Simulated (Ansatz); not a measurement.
# CH3 on Ti(0001), fcc start, 2x2 cell: work function, bands and core levels, part 2 of 4

Aim: how the adsorbate changes the work function, the valence spectrum and the core levels in CH3 on Ti(0001), fcc start, 2x2 cell.

Ansatz 0.2.0; DFT, PBE, plane-wave PAW, default files, scalar-relativistic.

So far, work function, upper face (eV): step 2 (the clean face) 4.41.

### 3. Relaxation

System of this step: Ti16H3C. The cell holds 20 atoms: 3 H, 1 C and 16 Ti. Cell: a = 5.880 Å, b = 5.880 Å, c = 23.585 Å, α = 90.0°, β = 90.0°, γ = 60.0°. It derives from Ti. How the cell was made: adsorbate; added: CH3; site: fcc; coverage 0.25 monolayer; cell: 2x2; on one face. Regions: ad, 4 atoms (3 H and 1 C); L1, 4 atoms (4 Ti); L2, 4 atoms (4 Ti); L3, 4 atoms (4 Ti); rest, 4 atoms (4 Ti). Vacuum lies along c.

The cut or typed positions aren't at rest, and spectra shift with geometry, so the relaxation comes first. 8 atoms are held to stand for the bulk. A dipole correction cancels the field between unlike faces.

input.yaml reads:

```yaml
crystal:
  lattice:
    - [5.88, 0.0, 0.0]
    - [2.94, 5.0922293743, 0.0]
    - [0.0, 0.0, 23.585]
  atoms:
    - { symbol: H, position: [0.341963011, 0.166666667, 0.682001272] }
    - { symbol: H, position: [0.994276965, 0.341442769, 0.682001272] }
    - { symbol: H, position: [0.170324224, 0.991890565, 0.682001272] }
    - { symbol: C, position: [0.16769604, 0.166666667, 0.666737333] }
    - { symbol: Ti, position: [0.0, 0.0, 0.613737545] }
    - { symbol: Ti, position: [0.5, 0.0, 0.613737545] }
    - { symbol: Ti, position: [0.0, 0.5, 0.613737545] }
    - { symbol: Ti, position: [0.5, 0.5, 0.613737545] }
    - { symbol: Ti, position: [0.833333333, 0.333333333, 0.515157939] }
    - { symbol: Ti, position: [0.333333333, 0.333333333, 0.515157939] }
    - { symbol: Ti, position: [0.833333333, 0.833333333, 0.515157939] }
    - { symbol: Ti, position: [0.333333333, 0.833333333, 0.515157939] }
    - { symbol: Ti, position: [0.0, 0.0, 0.416578334] }
    - { symbol: Ti, position: [0.5, 0.0, 0.416578334] }
    - { symbol: Ti, position: [0.0, 0.5, 0.416578334] }
    - { symbol: Ti, position: [0.5, 0.5, 0.416578334] }
    - { symbol: Ti, position: [0.833333333, 0.333333333, 0.317998728] }
    - { symbol: Ti, position: [0.333333333, 0.333333333, 0.317998728] }
    - { symbol: Ti, position: [0.833333333, 0.833333333, 0.317998728] }
    - { symbol: Ti, position: [0.333333333, 0.833333333, 0.317998728] }
kpoints:
  mp_grid: { grid: [6, 6, 1] }
scf:
  occupations: { method: fermi_dirac, width: 0.05 }
  n_extra_bands: 16
hamiltonian:
  xc: pbe
  pseudopotentials: { kind: paw }
output:
  forces: true
  write_potential: true
  volumetric_format: []
efield:
  axis: 3
  dipole_correction: true
relax:
  f_tol: 0.03
  max_steps: 45
  constraints: [{ sites: [12, 13, 14, 15, 16, 17, 18, 19] }]
```

On the command line:

```sh
ansatz run input.yaml --threads 8 --pin off --max-ram 20480MiB --backend cpu --events-out ev --progress --plain --runs-dir out
```

Numbers of over 12 decimals in the logs are rounded to 6 here.

The program printed:

```text
[...]
Crystal: 20 atoms, lattice volume = 706.189 Å³
Basis set: ecut = 420 eV, 13699 PW (Γ), exchange–correlation on 80×80×320 points (8 copies of the dense FFT grid, shifted against one another)
Bands: 116, of which v1, the nominal top of the filled ones, is band 100 counted from 1 (99 counted from 0)
Symmetry: 1 space group operations
[...]
k-points: 20 of 36 (time reversal used)
[...]
SCF iter   1: F=—  HF=-40286.328887 eV  |F-HF|=—  |Δ(HF+E_count)|=         —  Δρ=1.32e-2  dr2=1.90e1  ethr=1.77e-3  p=0.126 e·Å  D=3.22e-2 V/Å  ΔV_dip=-0.76 eV  dr2_dipole=9.00e0  V_vac-E_F(+/−)=3.46/4.22 eV  ⟨swp⟩=9.5  Hψ=11109  notcnv=0
[...]
SCF iter   7: F=-40286.144772 eV  HF=-40286.144776 eV  |F-HF|=4.19e-6  |Δ(HF+E_count)|=   1.12e-5  Δρ=2.05e-5  dr2=6.24e-6  ethr=1.13e-8  p=0.124 e·Å  D=3.18e-2 V/Å  ΔV_dip=-0.75 eV  dr2_dipole=8.20e-7  V_vac-E_F(+/−)=3.72/4.47 eV  ⟨swp⟩=15.4  Hψ=23441  notcnv=0
SCF 1 converged in 7 iterations: F = -40286.144772 eV  dr2 = 6.24e-6
[...]
relax step   1: F+E_penalty+E_count = -40286.14477206 eV  Δ(F+E_penalty+E_count) = +0.000e0 eV  max|allowed force component| = 1.519e0 eV/Å  Δτ_max = 0.0000 Å  (7 SCF iters, dr2 threshold 2.25e-5 eV, accepted)
[...]
SCF iter   7: F=-40286.843949 eV  HF=-40286.843964 eV  |F-HF|=1.55e-5  |Δ(HF+E_count)|=   2.57e-6  Δρ=4.83e-5  dr2=3.49e-5  ethr=5.03e-8  p=0.141 e·Å  D=3.60e-2 V/Å  ΔV_dip=-0.85 eV  dr2_dipole=8.93e-11  V_vac-E_F(+/−)=3.62/4.47 eV  ⟨swp⟩=13.2  Hψ=23562  notcnv=0
SCF 2 converged in 7 iterations: F = -40286.843949 eV  dr2 = 3.49e-5
  Residual-converged pass: ⟨swp⟩=1.1  Hψ=2402  notcnv=0  max |occ|·‖R‖ = 7.1e-9 eV (tolerance 1.0e-8 eV)  dr2=3.49e-5  dr2_onsite=1.10e-6  max |Δocc| = 3.8e-11
[...]
relax step   2: F+E_penalty+E_count = -40286.84394877 eV  Δ(F+E_penalty+E_count) = -6.992e-1 eV  max|allowed force component| = 6.373e-1 eV/Å  Δτ_max = 0.1950 Å  (7 SCF iters, dr2 threshold 1.00e-4 eV, accepted)
[...]
SCF iter   7: F=-40287.153133 eV  HF=-40287.153148 eV  |F-HF|=1.52e-5  |Δ(HF+E_count)|=   8.26e-6  Δρ=2.24e-5  dr2=1.70e-5  ethr=1.28e-8  p=0.151 e·Å  D=3.88e-2 V/Å  ΔV_dip=-0.91 eV  dr2_dipole=3.68e-6  V_vac-E_F(+/−)=3.56/4.48 eV  ⟨swp⟩=13.2  Hψ=20785  notcnv=0
SCF 3 converged in 7 iterations: F = -40287.153133 eV  dr2 = 1.70e-5
[...]
relax step   3: F+E_penalty+E_count = -40287.15313281 eV  Δ(F+E_penalty+E_count) = -3.092e-1 eV  max|allowed force component| = 7.521e-1 eV/Å  Δτ_max = 0.1993 Å  (7 SCF iters, dr2 threshold 2.54e-5 eV, accepted)
[...]
relax step   4: F+E_penalty+E_count = -40287.25928284 eV  Δ(F+E_penalty+E_count) = -1.062e-1 eV  max|allowed force component| = 2.515e-1 eV/Å  Δτ_max = 0.2000 Å  (6 SCF iters, dr2 threshold 9.95e-5 eV, accepted)
[...]
relax step   5: F+E_penalty+E_count = -40287.30439217 eV  Δ(F+E_penalty+E_count) = -4.511e-2 eV  max|allowed force component| = 1.565e-1 eV/Å  Δτ_max = 0.2000 Å  (8 SCF iters, dr2 threshold 7.07e-6 eV, accepted)
[...]
relax step   6: F+E_penalty+E_count = -40287.31738583 eV  Δ(F+E_penalty+E_count) = -1.299e-2 eV  max|allowed force component| = 6.871e-2 eV/Å  Δτ_max = 0.1380 Å  (6 SCF iters, dr2 threshold 2.74e-6 eV, accepted)
[...]
relax step   7: F+E_penalty+E_count = -40287.31612952 eV  Δ(F+E_penalty+E_count) = +1.256e-3 eV  max|allowed force component| = 7.816e-2 eV/Å  Δτ_max = 0.0392 Å  (8 SCF iters, dr2 threshold 9.10e-7 eV, rejected (line search))
SCF iter   1: F=—  HF=-40287.321272 eV  |F-HF|=—  |Δ(HF+E_count)|=         —  Δρ=1.57e-3  dr2=1.37e-1  ethr=3.59e-4  p=0.136 e·Å  D=3.48e-2 V/Å  ΔV_dip=-0.82 eV  dr2_dipole=3.31e-2  V_vac-E_F(+/−)=3.65/4.47 eV  ⟨swp⟩=2.0  Hψ=3880  notcnv=0
[...]
SCF iter   8: F=-40287.318308 eV  HF=-40287.318308 eV  |F-HF|=1.59e-8  |Δ(HF+E_count)|=   7.78e-8  Δρ=1.27e-6  dr2=1.91e-8  ethr=5.03e-11  p=0.137 e·Å  D=3.50e-2 V/Å  ΔV_dip=-0.83 eV  dr2_dipole=5.96e-10  V_vac-E_F(+/−)=3.65/4.47 eV  ⟨swp⟩=11.8  Hψ=16386  notcnv=0
SCF 8 converged in 8 iterations: F = -40287.318308 eV  dr2 = 1.91e-8
relax step   8: F+E_penalty+E_count = -40287.31830805 eV  Δ(F+E_penalty+E_count) = -9.222e-4 eV  max|allowed force component| = 1.338e-2 eV/Å  Δτ_max = 0.0190 Å  (8 SCF iters, accepted)
NSCF: frozen V_eff on 20 k-points
[...]
SCF converged after 8 iterations
Free energy (F): -40287.318308 eV
[...]
Internal energy: -40287.038051 eV  (E = F + TS)
E sigma→0 (E₀):  -40287.178180 eV
Entropy (-TS):   -0.280257 eV (-14.013 meV/atom)
Fermi energy:    3.150594 eV
Dipole field:    D = 0.035015 V/Å  (p = 0.136653 e·Å, saw-weighted, corrected)
Work function:   Φ+ = 3.6457 eV   Φ− = 4.4715 eV
[...]
--- Forces (eV/Å), atoms counted from 1 ---
  atom   1  H     -0.01337510    -0.00080114     0.00276237
  atom   2  H      0.00678914    -0.01114960     0.00187944
  atom   3  H      0.00430389     0.01149896     0.00282445
  atom   4  C      0.00024079     0.00014518     0.00078295
  atom   5  Ti     0.00340708     0.00072947    -0.00489243
  atom   6  Ti    -0.00316074     0.00364443    -0.00509397
  atom   7  Ti     0.00076121    -0.00402841    -0.00425928
  atom   8  Ti    -0.00025515     0.00126791     0.00286765
  atom   9  Ti     0.00159420    -0.00331785     0.00029306
  atom  10  Ti    -0.00428485     0.00009555    -0.00008834
  atom  11  Ti     0.00048640     0.00074259    -0.00057009
  atom  12  Ti     0.00237074     0.00383225     0.00000970
  atom  13  Ti     0.02962257     0.01747573    -0.56458460
  atom  14  Ti    -0.03077721     0.01596734    -0.56369946
  atom  15  Ti     0.00187050    -0.03483348    -0.56477384
  atom  16  Ti     0.00011346    -0.00030005    -0.63259251
  atom  17  Ti    -0.01333848     0.00723078     0.58801861
  atom  18  Ti     0.01322708     0.00758271     0.58847067
  atom  19  Ti     0.00004283    -0.00025831     0.56423696
  atom  20  Ti     0.00036332    -0.01550181     0.58843796
  max |Σ_I F_I| component: 2.93e-5 eV/Å
--- Band table (eV; the first three rows and the last of 20) ---
  k-point 0: bands = [... 96 lower, 3.1728, 3.3920, 3.5446, 3.5450, 3.6033, 3.6365, 3.8491, 3.8495, ... 12 higher]
  k-point 1: bands = [... 96 lower, 3.1819, 3.3304, 3.4205, 3.4268, 3.4385, 3.5177, 3.6981, 3.7247, ... 12 higher]
  k-point 2: bands = [... 96 lower, 3.0578, 3.0965, 3.1483, 3.1804, 3.1973, 3.3197, 3.3991, 3.4271, ... 12 higher]
  k-point 19: bands = [... 96 lower, 2.8437, 2.8543, 2.8909, 2.9401, 3.0484, 3.1182, 3.2066, 3.3113, ... 12 higher]
--- Relaxed structure (8 steps of the walk, 7 accepted, 0 SCFs on fresh bases) ---
  F+E_penalty+E_count = -40287.31830805 eV   max|allowed force component| = 1.338e-2 eV/Å
  atoms:
    - { symbol: H, position: [0.365761, 0.071410, 0.703288] }
    - { symbol: H, position: [1.063789, 0.364830, 0.703360] }
    - { symbol: H, position: [0.072355, 1.062827, 0.703379] }
    - { symbol: C, position: [0.167147, 0.166397, 0.683066] }
    - { symbol: Ti, position: [-0.00197782, -0.00248528, 0.613112] }
    - { symbol: Ti, position: [0.504771, -0.00250103, 0.613106] }
    - { symbol: Ti, position: [-0.00217671, 0.504191, 0.613102] }
    - { symbol: Ti, position: [0.500412, 0.499625, 0.608410] }
    - { symbol: Ti, position: [0.838763, 0.330538, 0.518823] }
    - { symbol: Ti, position: [0.331066, 0.330403, 0.518851] }
    - { symbol: Ti, position: [0.833590, 0.833035, 0.518545] }
    - { symbol: Ti, position: [0.330854, 0.838183, 0.518849] }
    - { symbol: Ti, position: [0.0, 0.0, 0.416578] }
    - { symbol: Ti, position: [0.5, 0.0, 0.416578] }
    - { symbol: Ti, position: [0.0, 0.5, 0.416578] }
    - { symbol: Ti, position: [0.5, 0.5, 0.416578] }
    - { symbol: Ti, position: [0.833333, 0.333333333, 0.317999] }
    - { symbol: Ti, position: [0.333333333, 0.333333333, 0.317999] }
    - { symbol: Ti, position: [0.833333, 0.833333, 0.317999] }
    - { symbol: Ti, position: [0.333333, 0.833333, 0.317999] }
```

The job ended after 3.9 min (8 threads of Arm Neoverse V1, shared host; peak memory 3.5 GiB).

The steps of the relaxation:

```tsv
step	energy less that of the first step (eV)	largest force component (eV/Å)
1	0.0000	1.5192
2	-0.6992	0.6373
3	-1.0084	0.7521
4	-1.1145	0.2515
5	-1.1596	0.1565
6	-1.1726	0.0687
7	-1.1714	0.0782
8	-1.1735	0.0134
```

Relaxation step 7 was tried and not accepted.

The atoms that moved most (Å):

```tsv
atom	dx	dy	dz	length
H3	-0.368	0.361	0.504	0.721
H1	-0.140	-0.485	0.502	0.712
H2	0.477	0.119	0.504	0.704
C4	-0.004	-0.001	0.385	0.385
Ti8	0.001	-0.002	-0.126	0.126
Ti10	-0.022	-0.015	0.087	0.091
Ti9	0.024	-0.014	0.086	0.091
Ti12	0.000	0.025	0.087	0.090
```

Numbers from this step:

```
free energy               : -40287.3183 eV
energy at zero smearing   : -40287.1782 eV
smearing term TS          : 0.2803 eV
Fermi energy              : 3.151 eV
symmetry operations       : 1
work function, upper face : 3.646 eV
work function, lower face : 4.471 eV
```

The relaxation ends 59 meV an atom lower, with a largest force component of 0.013 eV/Å on the free atoms. Between step 2 and this run (20 atoms) the value for the work function, upper face moves from 4.41 eV to 3.65 eV (-17 %).

### 4. Layer-resolved bands, DOS and potential

This is the main run. States are solved along the surface zone's path and weighed by where they lie along the normal, since photoemission sees the top layers. The cell holds 4 small cells, so the bands are unfolded.

input.yaml reads:

```yaml
crystal:
  lattice:
    - [5.88, 0.0, 0.0]
    - [2.94, 5.0922293743, 0.0]
    - [0.0, 0.0, 23.585]
  atoms:
    - { symbol: H, position: [0.3657608283, 0.0714099789, 0.7032881152] }
    - { symbol: H, position: [1.0637891173, 0.3648304675, 0.7033600787] }
    - { symbol: H, position: [0.0723553405, 1.0628270517, 0.7033793902] }
    - { symbol: C, position: [0.1671467645, 0.166397303, 0.6830657761] }
    - { symbol: Ti, position: [-0.0019778204, -0.0024852849, 0.6131121878] }
    - { symbol: Ti, position: [0.5047714119, -0.0025010278, 0.613105572] }
    - { symbol: Ti, position: [-0.0021767134, 0.504191237, 0.6131018571] }
    - { symbol: Ti, position: [0.5004116467, 0.4996245746, 0.6084099524] }
    - { symbol: Ti, position: [0.838763448, 0.3305379791, 0.5188226664] }
    - { symbol: Ti, position: [0.3310655934, 0.3304034987, 0.5188506422] }
    - { symbol: Ti, position: [0.8335900488, 0.8330352233, 0.5185446648] }
    - { symbol: Ti, position: [0.3308535656, 0.8381834615, 0.5188492538] }
    - { symbol: Ti, position: [0.0, 0.0, 0.416578334] }
    - { symbol: Ti, position: [0.5, 0.0, 0.416578334] }
    - { symbol: Ti, position: [0.0, 0.5, 0.416578334] }
    - { symbol: Ti, position: [0.5, 0.5, 0.416578334] }
    - { symbol: Ti, position: [0.833333333, 0.333333333, 0.317998728] }
    - { symbol: Ti, position: [0.333333333, 0.333333333, 0.317998728] }
    - { symbol: Ti, position: [0.833333333, 0.833333333, 0.317998728] }
    - { symbol: Ti, position: [0.333333333, 0.833333333, 0.317998728] }
kpoints:
  mp_grid: { grid: [6, 6, 1] }
scf:
  occupations: { method: fermi_dirac, width: 0.05 }
  n_extra_bands: 20
hamiltonian:
  xc: pbe
  pseudopotentials: { kind: paw }
output:
  forces: true
  write_potential: true
  volumetric_format: []
  dos:
    projected:
      site_lists:
        adsorbate: [0, 1, 2, 3]
        layer_1: [4, 5, 6, 7]
        layer_2: [8, 9, 10, 11]
        layer_3: [12, 13, 14, 15]
        other_layers: [16, 17, 18, 19]
    de: 0.05
    e_range: [-30, 12]
    method: { smearing: { sigma: 0.15, scheme: gaussian } }
  eigenstates:
    kpoints:
      - [0.33333333, -0.33333333, 0.0]
      - [0.25, -0.375, 0.0]
      - [0.16666667, -0.41666667, 0.0]
      - [0.08333333, -0.45833333, 0.0]
      - [0.0, 0.5, 0.0]
      - [-0.08333333, 0.45833333, 0.0]
      # [... 29 more points ...]
      - [0.25, 0.5, 0.0]
      - [0.29166667, -0.41666667, 0.0]
    e_range: [-8.0, 4.0]
    unfold:
      supercell_matrix: [[2, 0, 0], [0, 2, 0], [0, 0, 1]]
      layers:
        axis: 3
        edges: [0.148399, 0.436262, 0.436362, 0.563529, 0.563629, 0.872978]
efield:
  axis: 3
  dipole_correction: true
```

The program printed:

```text
[...]
Crystal: 20 atoms, lattice volume = 706.189 Å³
Basis set: ecut = 420 eV, 13699 PW (Γ), exchange–correlation on 80×80×320 points (8 copies of the dense FFT grid, shifted against one another)
Bands: 120, of which v1, the nominal top of the filled ones, is band 100 counted from 1 (99 counted from 0)
Symmetry: 1 space group operations
[...]
k-points: 20 of 36 (time reversal used)
[...]
SCF iter   1: F=—  HF=-40287.506957 eV  |F-HF|=—  |Δ(HF+E_count)|=         —  Δρ=1.24e-2  dr2=2.08e1  ethr=1.77e-3  p=0.167 e·Å  D=4.29e-2 V/Å  ΔV_dip=-1.01 eV  dr2_dipole=1.10e1  V_vac-E_F(+/−)=3.20/4.21 eV  ⟨swp⟩=10.3  Hψ=11423  notcnv=0
[...]
SCF iter  10: F=-40287.318310 eV  HF=-40287.318310 eV  |F-HF|=3.08e-8  |Δ(HF+E_count)|=   1.14e-7  Δρ=1.43e-6  dr2=1.61e-8  ethr=5.03e-11  p=0.137 e·Å  D=3.50e-2 V/Å  ΔV_dip=-0.83 eV  dr2_dipole=3.63e-9  V_vac-E_F(+/−)=3.65/4.47 eV  ⟨swp⟩=15.6  Hψ=16896  notcnv=0
WARN: efield: at this solve's end the planar-averaged density reaches 1.61e-5 e/Å³ inside the ramp window [0.9183, 0.1031] (bound 1e-5 e/Å³); the window's nearer edge stands 5.07 Å from this solve's nearest atom along the axis. Its work functions, free energy, forces, stress, dipole, levels and responses can be off, and this figure does not tell by how much. A short vacuum, a low `basis.ecutwfc` or `basis.ecutrho_ratio` and negative occupations (`scf.occupations.method`) can put density there. See the manual's quickstart, § The vacuum guard
SCF 1 converged in 10 iterations: F = -40287.318310 eV  dr2 = 1.61e-8
[...]
efield: sawtooth ramp at fractional position 0.9607 (kept from the solve that this one continues, or follows in the run), width 0.1000; the density the first Hamiltonian is built on has a dipole p = 0.137 e·Å; the dipole correction subtracts the counter field D = 3.50e-2 V/Å, which shifts the + side's vacuum level by -0.83 eV against the − side's; the planar-averaged density in the ramp window peaks in size at 1.6e-5 e/Å³
[...]
SCF converged after 10 iterations
Free energy (F): -40287.318310 eV
[...]
Internal energy: -40287.038052 eV  (E = F + TS)
E sigma→0 (E₀):  -40287.178181 eV
Entropy (-TS):   -0.280258 eV (-14.013 meV/atom)
Fermi energy:    3.159448 eV
Dipole field:    D = 0.034959 V/Å  (p = 0.136431 e·Å, saw-weighted, corrected)
Work function:   Φ+ = 3.6465 eV   Φ− = 4.4708 eV
[...]
Vacuum region:   at the solve's end the planar-averaged density reaches 1.61e-5 e/Å³ inside the ramp window [0.9183, 0.1031] (bound 1e-5 e/Å³)
[...]
--- Forces (eV/Å), atoms counted from 1 ---
  atom   1  H     -0.01340477    -0.00078550     0.00273349
  atom   2  H      0.00679058    -0.01118108     0.00185089
  atom   3  H      0.00433164     0.01151635     0.00279738
  atom   4  C      0.00024029     0.00014559     0.00081873
  atom   5  Ti     0.00340295     0.00072918    -0.00487898
  atom   6  Ti    -0.00315514     0.00362918    -0.00507583
  atom   7  Ti     0.00075115    -0.00402176    -0.00424632
  atom   8  Ti    -0.00024470     0.00126869     0.00288749
  atom   9  Ti     0.00156792    -0.00330331     0.00030121
  atom  10  Ti    -0.00425801     0.00011210    -0.00008916
  atom  11  Ti     0.00049043     0.00073406    -0.00055674
  atom  12  Ti     0.00236391     0.00379277     0.00000975
  atom  13  Ti     0.02961762     0.01747225    -0.56461648
  atom  14  Ti    -0.03077253     0.01596375    -0.56373095
  atom  15  Ti     0.00187132    -0.03482724    -0.56480634
  atom  16  Ti     0.00011298    -0.00029951    -0.63261574
  atom  17  Ti    -0.01333491     0.00722867     0.58802740
  atom  18  Ti     0.01322357     0.00758056     0.58847954
  atom  19  Ti     0.00004292    -0.00025831     0.56424718
  atom  20  Ti     0.00036324    -0.01549769     0.58844668
  max |Σ_I F_I| component: 1.68e-5 eV/Å
--- Band table (eV; the first three rows and the last of 20) ---
  k-point 0: bands = [... 96 lower, 3.1817, 3.4008, 3.5535, 3.5539, 3.6122, 3.6453, 3.8580, 3.8583, ... 16 higher]
  k-point 1: bands = [... 96 lower, 3.1907, 3.3393, 3.4294, 3.4357, 3.4474, 3.5266, 3.7069, 3.7335, ... 16 higher]
  k-point 2: bands = [... 96 lower, 3.0667, 3.1054, 3.1571, 3.1893, 3.2061, 3.3286, 3.4080, 3.4359, ... 16 higher]
  k-point 19: bands = [... 96 lower, 2.8526, 2.8631, 2.8997, 2.9489, 3.0572, 3.1270, 3.2155, 3.3201, ... 16 higher]
```

Run time: 2.4 min. Hardware: 8 threads; peak memory 5.2 GiB.

This step gave:

```yaml
fermi_energy: 3.159 eV
share_of_occupied_states_in_no_projected_shell: 0.0306 of the occupied states in the window
dos_at_the_fermi_level: 32.33 states/eV/cell
```

(Part 2 of 4 ends here.)

[Logs are printed without paths, hosts, clocks, repeated set-up lines and the standing remarks that a program may print on its own settings, such as how far it seeks lower states.]

[Hosts, paths, dates, database ids (printed as entryN), source tags and the programs' standing remarks are cut or masked in the printed files.]

[Maps of the electrostatic potential energy from Ansatz leave out the sawtooth potential of an applied field or a dipole correction, so their vacuum need not be flat; work functions include it.]
